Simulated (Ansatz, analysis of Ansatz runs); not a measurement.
**Interstitial H in bcc Mo, hop from a tetrahedral to the next tetrahedral site: migration barrier, PBE**

Aim: the migration barrier of interstitial H in bcc Mo, hop from a tetrahedral to the next tetrahedral site, to be set beside the measurement. Set-up: PBE, 32-site cell, PBE lattice, 420 eV, k: 4x4x4 Gamma-centred. The model is a cell of 32 host atoms with 1 H put in. The barrier is the energy of the highest image of a climbing band over the relaxed site that the atom leaves. A local or semilocal functional is the cheapest first rung.

**The experiment.** Migration barrier: 0.185 eV, by permeation and degassing (T > 250 K); average of cited values (quoted in “Explainable Machine Learning for Hydrogen Diffusion in Metals and Random Binary Alloys”, 2023, G. M. Lu et al., quoting earlier work (1983)). Migration barrier: 0.17 eV, by diffusion activation energy, described as experimental in the text (technique not stated; cited ref. is a first-principles paper, so the value may be second-hand) (quoted in “Ab-initio study of the transition pathways for single and double interstitial solute (H, N, O, H-H, N-N, and O-O) within bcc refractory metals (Mo and Nb)”, 2024, H. E. Quarshie et al., quoting earlier work (2017)). The calculation is set beside it at the end.

Calculated with Ansatz 0.2.0; plane-wave PAW DFT, PBE; relaxation of all atoms of a defect supercell.

## Step 1: The structure

The cell holds 33 atoms: 32 Mo and 1 H. Cell: a = 8.941 Å, b = 8.941 Å, c = 8.941 Å, α = 60.0°, β = 60.0°, γ = 60.0°. It derives from Mo (space group Im-3m). Nearest the centre at fractional (0.312, 0.438, 0.562): H33 at 0.00 Å, Mo4 at 1.77 Å, Mo14 at 1.77 Å, Mo7 at 1.77 Å, Mo29 at 1.77 Å, Mo22 at 2.85 Å, Mo8 at 2.85 Å, Mo11 at 2.85 Å.

The host's primitive cell comes from a first run (plane-wave PAW DFT, PBE; relaxation of the host's cell and atoms): vectors of 2.738, 2.738 and 2.738 Å. That is 15.79 Å³ an atom, 1.4 % over the diffraction cell's volume. The supercell is built on it.

## Step 2: Relaxation, charge 0

A barrier counts from a true minimum, so both ends of the jump are relaxed first.

start/input.yaml reads:

```yaml
relax:
  f_tol: 0.02
  max_steps: 80
  escape_saddle: false
crystal:
  lattice:
    - [0.0, 6.32231142, 6.32231142]
    - [6.32231142, 0.0, 6.32231142]
    - [6.32231142, 6.32231142, 0.0]
  atoms:
    - { symbol: Mo, position: [0.0, 0.0, 0.0] }
    - { symbol: Mo, position: [0.125, 0.125, 0.125] }
    - { symbol: Mo, position: [0.25, 0.25, 0.25] }
    - { symbol: Mo, position: [0.375, 0.375, 0.375] }
    - { symbol: Mo, position: [0.0, 0.0, 0.5] }
    - { symbol: Mo, position: [0.125, 0.125, 0.625] }
    - { symbol: Mo, position: [0.25, 0.25, 0.75] }
    - { symbol: Mo, position: [0.375, 0.375, 0.875] }
    - { symbol: Mo, position: [0.0, 0.5, 0.0] }
    - { symbol: Mo, position: [0.125, 0.625, 0.125] }
    - { symbol: Mo, position: [0.25, 0.75, 0.25] }
    - { symbol: Mo, position: [0.375, 0.875, 0.375] }
    - { symbol: Mo, position: [0.0, 0.5, 0.5] }
    - { symbol: Mo, position: [0.125, 0.625, 0.625] }
    - { symbol: Mo, position: [0.25, 0.75, 0.75] }
    - { symbol: Mo, position: [0.375, 0.875, 0.875] }
    - { symbol: Mo, position: [0.5, 0.0, 0.0] }
    - { symbol: Mo, position: [0.625, 0.125, 0.125] }
    - { symbol: Mo, position: [0.75, 0.25, 0.25] }
    - { symbol: Mo, position: [0.875, 0.375, 0.375] }
    - { symbol: Mo, position: [0.5, 0.0, 0.5] }
    - { symbol: Mo, position: [0.625, 0.125, 0.625] }
    - { symbol: Mo, position: [0.75, 0.25, 0.75] }
    - { symbol: Mo, position: [0.875, 0.375, 0.875] }
    - { symbol: Mo, position: [0.5, 0.5, 0.0] }
    - { symbol: Mo, position: [0.625, 0.625, 0.125] }
    - { symbol: Mo, position: [0.75, 0.75, 0.25] }
    - { symbol: Mo, position: [0.875, 0.875, 0.375] }
    - { symbol: Mo, position: [0.5, 0.5, 0.5] }
    - { symbol: Mo, position: [0.625, 0.625, 0.625] }
    - { symbol: Mo, position: [0.75, 0.75, 0.75] }
    - { symbol: Mo, position: [0.875, 0.875, 0.875] }
    - { symbol: H, position: [0.3125, 0.4375, 0.5625] }
basis:
  ecutwfc: 420
  xc_grid: 2
hamiltonian:
  xc: pbe
kpoints:
  mp_grid: { grid: [4, 4, 4] }
scf:
  occupations: { method: methfessel_paxton, width: 0.1 }
  max_iter: 120
output:
  forces: true
checkpoint:
  write: "../start.run"
  compress: false
  write_wavefunctions: true
  write_every: 100000
```

On the command line:

```
$ ansatz run input.yaml --threads 4 --pin off --max-ram 14131MiB --backend cpu --events-out ev --progress --plain --runs-dir out
```

Numbers of over 12 decimals in the logs are rounded to 6 here.

Output:

```text
[... repeated set-up lines and file paths are left out, and long positions are rounded to six places ...]
Engine: ansatz 0.2.0, aarch64-unknown-linux-gnu
Pseudopotentials: kind: paw
Pseudopotential: Mo, paw, valence charge 14, recommended cutoff 420 eV (normal), Mo.paw.azcp
Pseudopotential: H, paw, valence charge 1, recommended cutoff 420 eV (normal), H.paw.azcp
Functional definition: PBE
  parameter kappa = 0.804
  parameter beta = 0.066725
  exchange = pbe_x(kappa = kappa, mu = beta*pi^2/3)
  correlation = pbe_c(beta = beta)
Crystal: 33 atoms, lattice volume = 505.426 Å³
Basis set: ecut = 420 eV, 9841 PW (Γ), exchange–correlation on 120×120×120 points (8 copies of the dense FFT grid, shifted against one another)
Bands: 270, of which v1, the nominal top of the filled ones, is band 225 counted from 1 (224 counted from 0)
Symmetry: 8 space group operations
Space group: I-42m (ITA 121), of the structure as read, at distance tolerance 8.0e-5 Å
k-points: 13 of 64 (time reversal used)
Non-local potential: Mo, projectors of the file, l = 0: 3, l = 1: 2, l = 2: 2, l = 3: 1
Non-local potential: H, projectors of the file, l = 0: 2, l = 1: 1
PAW form: soft (Blöchl's): semilocal exchange-correlation on the pseudo side does not see the compensation charge
PAW one-centre angular grid: Mo, 590 points (default); XC on 64 Gauss nodes
PAW one-centre angular grid: H, 110 points (default); XC on 64 Gauss nodes
Initial density: superposition of atomic densities (neutral atoms: chi_scale 0, normalization atom), corrected by the library's trained network
Initial wavefunctions: pseudopotential atomic-orbital guess
Functional: x = pbe(κ = 0.804, μ = 0.219515), c = pbe(β = 0.066725)
SCF iter   1: F=—  HF=-158607.620182 eV  |F-HF|=—  |Δ(HF+E_count)|=         —  Δρ=4.13e-3  dr2=2.42e-1  ethr=1.77e-3  ⟨swp⟩=4.4  Hψ=11528  notcnv=0
preconditioner: auto → Kerker (q_TF=auto, 2.675 Å⁻¹)  [metal: Δε(μ)=0.003 eV  Ē_g=4.238 eV  σ=0.100 eV  W_gap=0.03  n_scr=168 (ndim 8)  ℏωp=22.9 eV  f_vac=0.000  D(μ)=24.60/eV (n_scr^D=228)]
SCF iter   2: F=—  HF=-158607.612668 eV  |F-HF|=—  |Δ(HF+E_count)|=   7.51e-3  S|Δr|=    0.00e0  Δρ=2.21e-3  dr2=6.63e-2  ethr=5.40e-5  ⟨swp⟩=1.0  Hψ=4043  notcnv=0
SCF iter   3: F=—  HF=-158607.607796 eV  |F-HF|=—  |Δ(HF+E_count)|=   4.87e-3  S|Δr|=    0.00e0  Δρ=3.11e-4  dr2=8.60e-4  ethr=1.48e-5  ⟨swp⟩=2.0  Hψ=3902  notcnv=0
SCF iter   4: F=—  HF=-158607.605530 eV  |F-HF|=—  |Δ(HF+E_count)|=   2.27e-3  S|Δr|=    0.00e0  Δρ=5.48e-5  dr2=3.37e-5  ethr=1.92e-7  ⟨swp⟩=2.0  Hψ=4401  notcnv=0
SCF iter   5: F=-158607.605527 eV  HF=-158607.605528 eV  |F-HF|=8.01e-7  |Δ(HF+E_count)|=   2.29e-6  S|Δr|=    0.00e0  Δρ=1.30e-5  dr2=1.16e-6  ethr=2.23e-9  ⟨swp⟩=4.0  Hψ=10501  notcnv=0
SCF 1 converged in 5 iterations: F = -158607.605527 eV  dr2 = 1.16e-6
  greatest PAW one-centre occupation: 0.998 electrons in one spin orbital (limit 2), on the Mo atom at site 28 (counted from 0), in its partial waves of l = 0
relax step   1: F+E_penalty+E_count = -158607.60552722 eV  Δ(F+E_penalty+E_count) = +0.000e0 eV  max|allowed force component| = 1.516e0 eV/Å  Δτ_max = 0.0000 Å  (5 SCF iters, dr2 threshold 1.00e-5 eV, accepted)
[... the SCF cycles and remarks between the steps are left out from here to the last step ...]
relax step   2: F+E_penalty+E_count = -158607.71433694 eV  Δ(F+E_penalty+E_count) = -1.088e-1 eV  max|allowed force component| = 7.643e-1 eV/Å  Δτ_max = 0.1195 Å  (5 SCF iters, dr2 threshold 1.00e-4 eV, accepted)
relax step   3: F+E_penalty+E_count = -158607.86124047 eV  Δ(F+E_penalty+E_count) = -1.469e-1 eV  max|allowed force component| = 1.408e-1 eV/Å  Δτ_max = 0.0527 Å  (5 SCF iters, dr2 threshold 3.65e-5 eV, accepted)
relax step   4: F+E_penalty+E_count = -158607.86510554 eV  Δ(F+E_penalty+E_count) = -3.865e-3 eV  max|allowed force component| = 2.792e-2 eV/Å  Δτ_max = 0.0080 Å  (5 SCF iters, dr2 threshold 1.24e-6 eV, accepted)
relax step   5: F+E_penalty+E_count = -158607.87111561 eV  Δ(F+E_penalty+E_count) = -6.010e-3 eV  max|allowed force component| = 2.226e-2 eV/Å  Δτ_max = 0.0100 Å  (5 SCF iters, accepted)
relax step   6: F+E_penalty+E_count = -158607.86931230 eV  Δ(F+E_penalty+E_count) = +1.803e-3 eV  max|allowed force component| = 3.707e-2 eV/Å  Δτ_max = 0.0080 Å  (5 SCF iters, rejected (line search))
SCF iter   1: F=—  HF=-158607.873564 eV  |F-HF|=—  |Δ(HF+E_count)|=         —  Δρ=9.65e-4  dr2=2.03e-3  ethr=4.26e-6  ⟨swp⟩=4.9  Hψ=7338  notcnv=0  defer=271
SCF iter   2: F=—  HF=-158607.873634 eV  |F-HF|=—  |Δ(HF+E_count)|=   7.02e-5  S|Δr|=    0.00e0  Δρ=5.69e-4  dr2=7.93e-4  ethr=4.51e-7  ⟨swp⟩=1.3  Hψ=4047  notcnv=0  defer=270
SCF iter   3: F=—  HF=-158607.873666 eV  |F-HF|=—  |Δ(HF+E_count)|=   3.13e-5  S|Δr|=    0.00e0  Δρ=5.02e-5  dr2=1.16e-5  ethr=1.77e-7  ⟨swp⟩=2.0  Hψ=4350  notcnv=0  defer=270
SCF iter   4: F=—  HF=-158607.871458 eV  |F-HF|=—  |Δ(HF+E_count)|=   2.21e-3  S|Δr|=    0.00e0  Δρ=8.20e-6  dr2=3.04e-7  ethr=2.59e-9  ⟨swp⟩=3.0  Hψ=5106  notcnv=0  defer=270
SCF iter   5: F=-158607.871458 eV  HF=-158607.871458 eV  |F-HF|=2.97e-9  |Δ(HF+E_count)|=   2.07e-8  S|Δr|=    0.00e0  Δρ=1.97e-6  dr2=1.35e-8  ethr=2.23e-11  ⟨swp⟩=5.4  Hψ=11013  notcnv=0
SCF 7 converged in 5 iterations: F = -158607.871458 eV  dr2 = 1.35e-8
relax step   7: F+E_penalty+E_count = -158607.87145778 eV  Δ(F+E_penalty+E_count) = -3.422e-4 eV  max|allowed force component| = 1.434e-2 eV/Å  Δτ_max = 0.0027 Å  (5 SCF iters, accepted)
NSCF: frozen V_eff on 13 k-points
the band table was solved once a step of the walk had ended and its energy, with any forces and stress, was formed, with the checks that follow a solve (12712 applications of the Hamiltonian). They found nothing against the state; [...]
SCF converged after 5 iterations
Stability not checked: this state was not tested for a lower state beside it, because cold or Methfessel-Paxton smearing, or corrected tetrahedra, fill the levels in a way that the test cannot read (fill_not_monotonic; see scf.lower_state_search)
Free energy (F): -158607.871458 eV
Harris-Foulkes:  -158607.871458 eV  (|F-HF|=2.97e-9)
Internal energy: -158607.874282 eV  (E = F + TS)
E sigma→0 (E₀):  -158607.872164 eV
Entropy (-TS):   0.002824 eV (0.086 meV/atom)
Fermi energy:    20.918877 eV
--- Per-component energies (eV) ---
  E_band       = -1838.298634
  E_kinetic    = 14121.998810
  E_local      = -25295.387171  (includes V_loc(G=0)·N_el)
  E_nonlocal   = 4563.344965
  E_hartree    = 8359.830417
  E_xc         = -5883.694976
  E_vxc        = -7344.075636  (∫ρ·V_xc dr)
  E_paw        = -102438.763862  (= ΣΔE_a)
  E_vpaw       = -4603.839060  (= ΣTr[D̂ρ^β])
  E_aug_tail   = 0.000014  (compensation charges beyond the density's cutoff)
  E_ewald      = -52035.202478
  E_smearing   = 0.002824  (= −TS)
  E_closure    = 0.000000  (closes the sum)
  Σ components = -158607.871458   (vs F -158607.871458, Δ=0.00e0)
--- Forces (eV/Å), atoms counted from 1 ---
  atom   1  Mo    -0.00000000     0.00820104     0.01434085
  atom   2  Mo     0.00908540    -0.00215200    -0.00102091
  atom   3  Mo    -0.00102091     0.00215200    -0.00908540
  atom   4  Mo     0.00130233     0.00358818     0.00000000
  atom   5  Mo     0.00102091     0.00215200     0.00908540
  atom   6  Mo    -0.00892404    -0.00336147     0.00837702
  atom   7  Mo     0.00000000    -0.00358818     0.00130233
  atom   8  Mo    -0.01048834    -0.00673855    -0.00000000
  atom   9  Mo    -0.00837702     0.00336147    -0.00892404
  atom  10  Mo     0.01122054    -0.00637947     0.00000000
  atom  11  Mo     0.00000000     0.00673855    -0.01048834
  atom  12  Mo     0.00892404    -0.00336147    -0.00837702
  atom  13  Mo     0.00000000     0.00673855     0.01048834
  atom  14  Mo    -0.00130233     0.00358818     0.00000000
  atom  15  Mo    -0.00837702     0.00336147     0.00892404
  atom  16  Mo    -0.00908540    -0.00215200    -0.00102091
  atom  17  Mo     0.00000000     0.00637947     0.01122054
  atom  18  Mo     0.01434085    -0.00820104    -0.00000000
  atom  19  Mo     0.00837702     0.00336147     0.00892404
  atom  20  Mo    -0.00908540    -0.00215200     0.00102091
  atom  21  Mo     0.00837702     0.00336147    -0.00892404
  atom  22  Mo     0.01048834    -0.00673855    -0.00000000
  atom  23  Mo     0.00000000     0.00637947    -0.01122054
  atom  24  Mo     0.00892404    -0.00336147     0.00837702
  atom  25  Mo    -0.00102091     0.00215200     0.00908540
  atom  26  Mo    -0.00892404    -0.00336147    -0.00837702
  atom  27  Mo    -0.00000000     0.00820104    -0.01434085
  atom  28  Mo    -0.01122054    -0.00637947    -0.00000000
  atom  29  Mo     0.00000000    -0.00358818    -0.00130233
  atom  30  Mo     0.00908540    -0.00215200     0.00102091
  atom  31  Mo     0.00102091     0.00215200    -0.00908540
  atom  32  Mo    -0.01434085    -0.00820104    -0.00000000
  atom  33  H     -0.00000000     0.00000000     0.00000000
  max |Σ_I F_I| component: 6.07e-18 eV/Å
--- Band table (eV; the first three rows and the last of 13) ---
  k-point 0: bands = ["-40.3936", "-40.2441", "-40.2441", "-40.2316", [... 262 left out ...] "23.0997", "23.1104", "23.1104", "23.1311"]
  k-point 1: bands = ["-40.3796", "-40.2868", "-40.2503", "-40.2373", [... 262 left out ...] "22.9154", "22.9829", "22.9903", "23.1049"]
  [... further k-points left out ...]
--- Relaxed structure (7 steps of the walk, 6 accepted, 0 SCFs on fresh bases) ---
  F+E_penalty+E_count = -158607.87145778 eV   max|allowed force component| = 1.434e-2 eV/Å
  atoms:
    - { symbol: Mo, position: [0.000566, -0.001645, 0.001645] }
    - { symbol: Mo, position: [0.123897, 0.124707, 0.126209] }
    - { symbol: Mo, position: [0.250187, 0.248897, 0.249707] }
    - { symbol: Mo, position: [0.376449, 0.373551, 0.366137] }
    - { symbol: Mo, position: [-0.000293, 0.001209, 0.500187] }
    - { symbol: Mo, position: [0.124093, 0.125329, 0.624288] }
    - { symbol: Mo, position: [0.248551, 0.241137, 0.758863] }
    - { symbol: Mo, position: [0.374394, 0.375606, 0.875834] }
    - { symbol: Mo, position: [0.000329, 0.499288, 0.001290] }
    - { symbol: Mo, position: [0.124002, 0.625998, 0.123667] }
    - { symbol: Mo, position: [0.250606, 0.750834, 0.249166] }
    - { symbol: Mo, position: [0.374288, 0.876290, 0.374093] }
    - { symbol: Mo, position: [-0.000834, 0.499394, 0.500606] }
    - { symbol: Mo, position: [0.116137, 0.633863, 0.626449] }
    - { symbol: Mo, position: [0.250712, 0.749671, 0.750907] }
    - { symbol: Mo, position: [0.374813, 0.873791, 0.875293] }
    - { symbol: Mo, position: [0.500998, -0.001333, 0.001333] }
    - { symbol: Mo, position: [0.624434, 0.125566, 0.123355] }
    - { symbol: Mo, position: [0.751290, 0.249093, 0.250329] }
    - { symbol: Mo, position: [0.876209, 0.375187, 0.373897] }
    - { symbol: Mo, position: [0.500907, -0.001290, 0.500712] }
    - { symbol: Mo, position: [0.625834, 0.124166, 0.624394] }
    - { symbol: Mo, position: [0.751333, 0.249002, 0.750998] }
    - { symbol: Mo, position: [0.873710, 0.375712, 0.874671] }
    - { symbol: Mo, position: [0.501103, 0.499813, -0.001209] }
    - { symbol: Mo, position: [0.624671, 0.625907, 0.123710] }
    - { symbol: Mo, position: [0.751645, 0.749434, 0.250566] }
    - { symbol: Mo, position: [0.873667, 0.876333, 0.374002] }
    - { symbol: Mo, position: [0.508863, 0.501449, 0.498551] }
    - { symbol: Mo, position: [0.625293, 0.626103, 0.624813] }
    - { symbol: Mo, position: [0.748791, 0.750293, 0.751103] }
    - { symbol: Mo, position: [0.873355, 0.876645, 0.874434] }
    - { symbol: H, position: [0.312500, 0.437500, 0.5625] }
```

Elapsed: 6.3 min, on 4 threads of Arm Neoverse V1, shared host; peak memory 3.9 GiB; 24 min of CPU time.

Relaxation path:

| step | energy less that of the first step (eV) | largest force component (eV/Å) |
| --- | --- | --- |
| 1 | 0.0000 | 1.5157 |
| 2 | -0.1088 | 0.7643 |
| 3 | -0.2557 | 0.1408 |
| 4 | -0.2596 | 0.0279 |
| 5 | -0.2656 | 0.0223 |
| 6 | -0.2638 | 0.0371 |
| 7 | -0.2659 | 0.0143 |

Relaxation step 6 was tried and not accepted.

Forces are held to the 8 operations that the run works with; a distortion that breaks them can't arise in this run.

The atoms that moved most (Å):

| atom | dx | dy | dz | length |
| --- | --- | --- | --- | --- |
| Mo14 | 0.065 | -0.047 | 0.000 | 0.080 |
| Mo29 | 0.000 | 0.047 | 0.065 | 0.080 |
| Mo7 | 0.000 | 0.047 | -0.065 | 0.080 |
| Mo4 | -0.065 | -0.047 | 0.000 | 0.080 |
| Mo27 | 0.000 | 0.014 | 0.007 | 0.016 |
| Mo1 | 0.000 | 0.014 | -0.007 | 0.016 |
| Mo18 | -0.007 | -0.014 | 0.000 | 0.016 |
| Mo32 | 0.007 | -0.014 | 0.000 | 0.016 |

Neighbours of H33 at the end:

| atom | distance (Å) |
| --- | --- |
| Mo4 | 1.846 |
| Mo29 | 1.846 |
| Mo7 | 1.846 |
| Mo14 | 1.846 |
| Mo22 | 2.856 |
| Mo13 | 2.856 |
| Mo11 | 2.856 |
| Mo8 | 2.856 |

Numbers from this step:

```yaml
free_energy: -158607.8715 eV
smearing_term_ts: -0.002824 eV
```

The series, run alike:

| run | outcome | energy less the first (eV) | moment (μB) | time |
| --- | --- | --- | --- | --- |
| relaxation, charge 0 | converged | 0.0000 | 0.00 | 6.3 min |
| relaxation, charge 0 | converged | 0.0000 | 0.00 | 6.2 min |

The relaxation ends 8.1 meV an atom lower, with a largest force component of 0.014 eV/Å.

(Continued in part 2 of 2.)

[Logs are printed without paths, hosts, clocks, repeated set-up lines and the standing remarks that a program may print on its own settings, such as how far it seeks lower states.]

[Hosts, paths, dates, database ids (printed as entryN), source tags and the programs' standing remarks are cut or masked in the printed files.]

[For some hosts the program warned that the k-mesh of the response run may be too coarse for force constants and the static dielectric constant; such warnings are not shown here.]
